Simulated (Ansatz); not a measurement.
# Electron–phonon scattering in Ag-Zn stack of (111) layers, part 2 of 2

Wanted: the electron–phonon coupling λ, α²F(ω) and the phonon-limited resistivity of Ag-Zn stack of (111) layers, on meshes from cheap to dear.

Ansatz 0.2.0; DFT PBEsol, scalar-relativistic, plane waves, PAW; PAW set soft_1.

So far, highest frequency, solved or plainly interpolated (cm⁻¹): step 4 (phonons: q 2×2×1, k 6×6×1) 231.

**6. Coupling and resistivity: q 6×6×1, k 18×18×1, scattering 24×24×1**

The next rung changes the q mesh, which sets the reach of the force constants and couplings; the k mesh of the density and its response; the scattering mesh, which samples the Fermi surface.

The input, input.yaml:

```yaml
crystal:
  lattice:
    - [2.7002214964, 0.0, 0.0]
    - [-1.3501107482, 2.3384604117, 0.0]
    - [0.0, 0.0, 28.3331198725]
  atoms:
    - { symbol: Ag, position: [0.0, 0.0, 0.1916725709] }
    - { symbol: Zn, position: [0.3333333333, 0.6666666667, 0.2765624862] }
  periodic: [true, true, false]
kpoints:
  mp_grid: { grid: [18, 18, 1] }
hamiltonian:
  xc: pbesol
  pseudopotentials: { kind: paw, azcp: { folder: soft_1 }, xc_functional: pbe }
scf:
  occupations: { method: methfessel_paxton, width: 0.2 }
output:
  eigenvalues: true
phonons:
  method: dfpt
  qmesh: [6, 6, 1]
  temperatures: { t_max: 1000, t_step: 50 }
  qpath:
    path:
      - [0.0, 0.0, 0.0]
      - [0.5, 0.0, 0.0]
      - [0.33333333, 0.33333333, 0.0]
      - [0.0, 0.0, 0.0]
    npoints: 10
  electrical_resistivity:
    mesh: [24, 24, 1]
    temperatures: [20.0, 50.0, 77.0, 100.0, 150.0, 200.0, 300.0, 400.0, 600.0, 800.0]
```

Command:

```bash
ansatz run input.yaml --threads 4 --pin off --max-ram 20480MiB --backend cpu --events-out ev --progress --plain --runs-dir out
```

Wall time 12 min (4 threads of Arm Neoverse V1, shared host); peak memory 2.5 GiB; 46 min of CPU time.

This step gave:

```yaml
zero_point_energy: 0.04071 eV/cell
share_of_imaginary_modes_in_the_plain_interpolation_between_solved_wavevectors: 0
highest_frequency_solved_or_plainly_interpolated: 229.7 cm⁻¹
cell_height: 28.33 Å
sheet_resistance_300k: 106.5 Ω/square, mean in the plane
resistivity_at_300_k: 30.19 μΩ cm, mean of the axes, of the whole cell with its vacuum
coupling_constant_lambda: 0.5361
density_of_states_at_the_fermi_level: 0.3107 states/eV a spin and cell
log_mean_phonon_energy_omega_log: 6.302 meV
transport_coupling_constant_lambda_tr: 0.3883, 0.3883, 0 (xx, yy, zz)
drude_plasma_energy: 4.029, 4.029, 0 eV (xx, yy, zz), of the whole cell with its vacuum
second_moment_phonon_energy_omega: 9.473 meV, from the broadened α²F curve
coupling_lambda_by_branch: 0.301, 0.069, 0.0596, 0.0523, 0.0426, 0.0113 (branches by rank of frequency)
```

Solved on the 6×6×1 mesh alone; all other wavevectors are interpolated. The phonon branches at the labelled points (cm⁻¹):

```
  point  branch 1  branch 2  branch 3  branch 4  branch 5  branch 6
      Γ         0         0         0        38        38       110
halfway        32        74        91        92       125       167
      M        31        85        98       123       172       230
halfway        31        90       108       152       168       221
      K        21        91       144       145       195       196
halfway        36        78        87       112       138       179
      Γ         0         0         0        38        38       110
```

The Eliashberg function α²F has structure finer than the step of the table below, so its rows give means over 1 meV, whole bins alone (the curve runs from 0.111 to 28.4 meV). Peaks (meV: height): α²F 4.1: 0.492, 11.0: 0.765, 19.7: 0.214; α²F tr 4.1: 0.286, 11.0: 0.525, 19.7: 0.200.

The Eliashberg function α²F by phonon energy; means over each step:

```
phonon energy (meV)      α²F   α²F tr
                  1  0.00139   4.9e-4
                  2   0.0141  0.00366
                  3   0.0907   0.0861
                  4    0.355    0.209
                  5    0.140   0.0821
                  6   0.0121  0.00758
                  7   0.0160   0.0142
                  8   0.0289   0.0268
                  9   0.0422   0.0293
                 10   0.0832   0.0557
                 11    0.498    0.364
                 12   0.0649   0.0659
                 13   0.0561   0.0801
                 14   0.0670   0.0572
                 15   0.0662   0.0495
                 16   0.0557   0.0430
                 17   0.0486   0.0424
                 18   0.0575   0.0584
                 19    0.104    0.104
                 20    0.130    0.130
                 21   0.0835   0.0875
                 22  0.00966  0.00876
                 23  0.00767  0.00670
                 24  0.00517  0.00422
                 25  0.00889  0.00763
                 26   0.0209   0.0187
                 27   0.0148   0.0148
```

Of the whole cell with its vacuum, so only the sheet resistance is a property of the layer; the means are those of the plane. Resistivity, by row:

```
T (K)  ρ_xx (μΩ cm)    ρ_yy  ρ_zz  ρ by Ziman's lowest order, mean  ρ by relaxation times, mean  within 2 % of the coarser mesh
   20        0.6549  0.6549     -                           0.7185                       0.8994                              no
   50         3.302   3.302     -                            3.484                        4.615                              no
   77         6.175   6.175     -                            6.526                        8.581                              no
  100         8.736   8.736     -                            9.266                        12.06                              no
  150         14.28   14.28     -                            15.22                        19.53                              no
  200          19.8    19.8     -                            20.94                        26.92                              no
  300         30.19   30.19     -                            31.73                           41                              no
  400         40.17   40.17     -                            42.07                        54.63                              no
  600         59.46   59.46     -                            62.29                        81.22                              no
  800          78.6    78.6     -                            82.37                        107.6                              no
```

The cell's resistivity over its height. The sheet resistance, along x by temperature:

```
temperature (K)  sheet resistance, along x (Ω/square)
             20                                  2.31
             50                                  11.7
             77                                  21.8
            100                                  30.8
            150                                  50.4
            200                                  69.9
            300                                   106
            400                                   142
            600                                   210
            800                                   277
```

Some points of the scattering mesh along the symmetry lines, up to three branches each (those of largest λ), at most 39 rows; the frequencies are those of the scattering step, which can differ from the solved and plainly interpolated ones; single rows converge slowly. Mode couplings:

```
    q1      q2  q3  branch  ħω (meV)     λ_q  half width (meV)
 0.125       0   0       1      2.05   0.239           9.83e-4
 0.125       0   0       4      8.18   0.258            0.0168
 0.125       0   0       6      14.2  0.0404           0.00794
0.2083       0   0       1      3.35  0.0881           9.64e-4
0.2083       0   0       4     11.13   0.273            0.0331
0.2083       0   0       5     14.09  0.0531            0.0103
0.3333       0   0       1      4.51   0.277           0.00551
0.3333       0   0       3     11.17   0.057           0.00695
0.3333       0   0       5     18.41  0.0376            0.0124
0.4583       0   0       1      3.98   0.155            0.0024
0.4583       0   0       2     10.63  0.0584           0.00644
0.4583       0   0       5     21.14   0.033            0.0144
0.4583  0.0833   0       1      3.99   0.263           0.00409
0.4583  0.0833   0       2     10.76   0.109            0.0124
0.4583  0.0833   0       5     21.24  0.0326            0.0144
0.3333  0.3333   0       1      2.64    1.17             0.008
0.3333  0.3333   0       3     17.84  0.0634            0.0197
0.3333  0.3333   0       4     17.99  0.0697             0.022
0.2083  0.2083   0       1      4.86   0.199           0.00457
0.2083  0.2083   0       2     10.79   0.101            0.0115
0.2083  0.2083   0       5     18.92  0.0894            0.0312
 0.125   0.125   0       1      3.41    0.13           0.00147
 0.125   0.125   0       2      8.06  0.0953           0.00605
 0.125   0.125   0       4     11.45   0.113            0.0145
```

Largest shares of lambda; single rows converge slowly. Strongest modes:

```
     q1      q2  q3  star  branch  ħω (meV)     λ_q  half width (meV)
 0.2917  0.3333   0    12       1     2.875   1.087          0.008771
0.04167    0.25   0    12       1     4.187  0.9787           0.01675
0.08333  0.2083   0    12       1     4.051  0.8821           0.01413
  0.125  0.1667   0    12       1      3.96  0.8662           0.01326
      0  0.2917   0     6       1     4.334   1.044           0.01914
0.08333    0.25   0    12       1      4.47  0.4836          0.009433
0.04167  0.2917   0    12       1     4.493  0.4471          0.008813
  0.125  0.2083   0    12       1     4.438  0.4435          0.008529
```

300 K. Cumulative share of the conductivity, along x against mean free path:

```
mean free path (nm)  cumulative share of the conductivity, along x
               3.98                                        0.00282
               4.47                                        0.00613
               5.01                                        0.00955
               5.62                                         0.0216
               6.31                                         0.0338
               7.08                                         0.0425
               7.94                                         0.0699
               8.91                                          0.136
                 10                                          0.202
               11.2                                          0.278
               12.6                                          0.453
               14.1                                          0.710
               15.8                                          0.951
```

Resistivity by mesh:

```
   mesh  T (K)  mean rho (μΩ cm)
24x24x1     20            0.6549
24x24x1    300             30.19
24x24x1    800              78.6
12x12x1     20            0.7763
12x12x1    300             37.45
12x12x1    800             90.59
  6x6x1     20            0.8307
  6x6x1    300             43.88
  6x6x1    800             109.3
```

The modes has structure finer than the step of the table below, so its rows give means over 10 cm⁻¹, whole bins alone (the curve runs from -10 to 246 cm⁻¹). Peaks (cm⁻¹: height): Ag 35.1: 0.0770, 89.8: 0.0155, 125.3: 0.0247, 210.6: 0.0269; Zn 88.2: 0.130, 159.1: 0.0329.

Phonopy on the run's constants, 21x21x1 mesh, Gaussian sigma 2.0 cm⁻¹. Modes against wavenumber; means over each step; values in 1/cm⁻¹/cell:

```
wavenumber (cm⁻¹)       Ag       Zn
                0   7.3e-4   4.4e-4
               10  0.00283  0.00154
               20  0.00990  0.00317
               30   0.0447  0.00648
               40   0.0346  0.00594
               50  0.00351  0.00645
               60  0.00374  0.00709
               70  0.00620   0.0129
               80  0.00604   0.0238
               90   0.0113   0.0933
              100  0.00927   0.0272
              110   0.0142   0.0173
              120   0.0178   0.0119
              130   0.0155   0.0101
              140   0.0119  0.00963
              150   0.0110   0.0150
              160   0.0103   0.0278
              170  0.00924   0.0187
              180  0.00872   4.4e-4
              190  0.00760   9.5e-5
              200   0.0110   1.0e-4
              210   0.0231   1.7e-4
              220   0.0185   1.1e-4
              230  0.00783   3.8e-5
              240   8.0e-6        0
```

The self-energy step met imaginary modes, so this run fell back to plain Fourier phonons and is not comparable with runs that kept it. Some states were left unconverged by the eigensolver. By its own test the run is not converged in the mesh. λ = 0.536 and 106 Ω per square at 300 K. The run's own test puts 24 % between its two finest meshes on the component of the resistivity at 300 K that moves most, so it is not converged.

**7. What came out**

```yaml
run: PBEsol, q 6×6×1, k 18×18×1, scattering 24×24×1
coupling_constant_lambda: 0.536
log_mean_phonon_energy_omega_log: 6.30 meV
states_at_the_fermi_level: 0.311 states/eV/spin/cell
sheet_resistance_at_300_k: 106 Ω per square
change_between_its_two_finest_scattering_meshes: λ 5 %, resistivity at 300 K 24 %
time_of_that_run: 12 min
```

On the last rung that gave a resistivity at the base settings (q 6×6×1, k 18×18×1, scattering 24×24×1), Ag-Zn stack of (111) layers has λ = 0.54 and a phonon-limited sheet resistance of 106 Ω per square at 300 K. The coupling constant from the curve is λ = 0.54; modes below 4.78 meV give half. The coupling is moderate (λ = 0.54), so phonons raise the electrons' mass at the Fermi surface by about 54 %. Values of ρ(T) under 50 K rest on the softest modes, mostly interpolated ones, and are the least sure of the table. The high-temperature form ρ = 2π k_B T λ_tr/(ħ ε₀ ω_p²) gives 28.9 μΩ cm along x at 300 K, against 30.2 from the Boltzmann equation. The three lowest branches give 80 % of λ. By the run's own test, which takes the component that moves most, the resistivity at 300 K moves by 24 % between its two finest scattering meshes, so it is not converged. In the run quoted no mode is imaginary at the wavevectors of the 6×6×1 mesh; another run of the session found or stopped at an imaginary mode. A coarser run stopped at an imaginary mode, so the soft modes hang on the meshes. Only scattering by harmonic phonons counts; impurities, grain boundaries and thermal expansion are left out. The resistivity belongs to the whole cell, vacuum included; the sheet resistance is the quantity that does not depend on the vacuum. The PAW files were made for PBE; under other functionals the run regenerates their frozen core. The c of the given cell is the typed one; the program laid its own vacuum and ran the layer in a cell 28.3 Å high. The structure was built by hand as an ordered model, and its stability against other phases was not tested.

[Logs are printed without paths, hosts, clocks, repeated set-up lines and the standing remarks that a program may print on its own settings, such as how far it seeks lower states.]

[Hosts, paths, dates, database ids (printed as entryN), source tags and the programs' standing remarks are cut or masked in the printed files.]
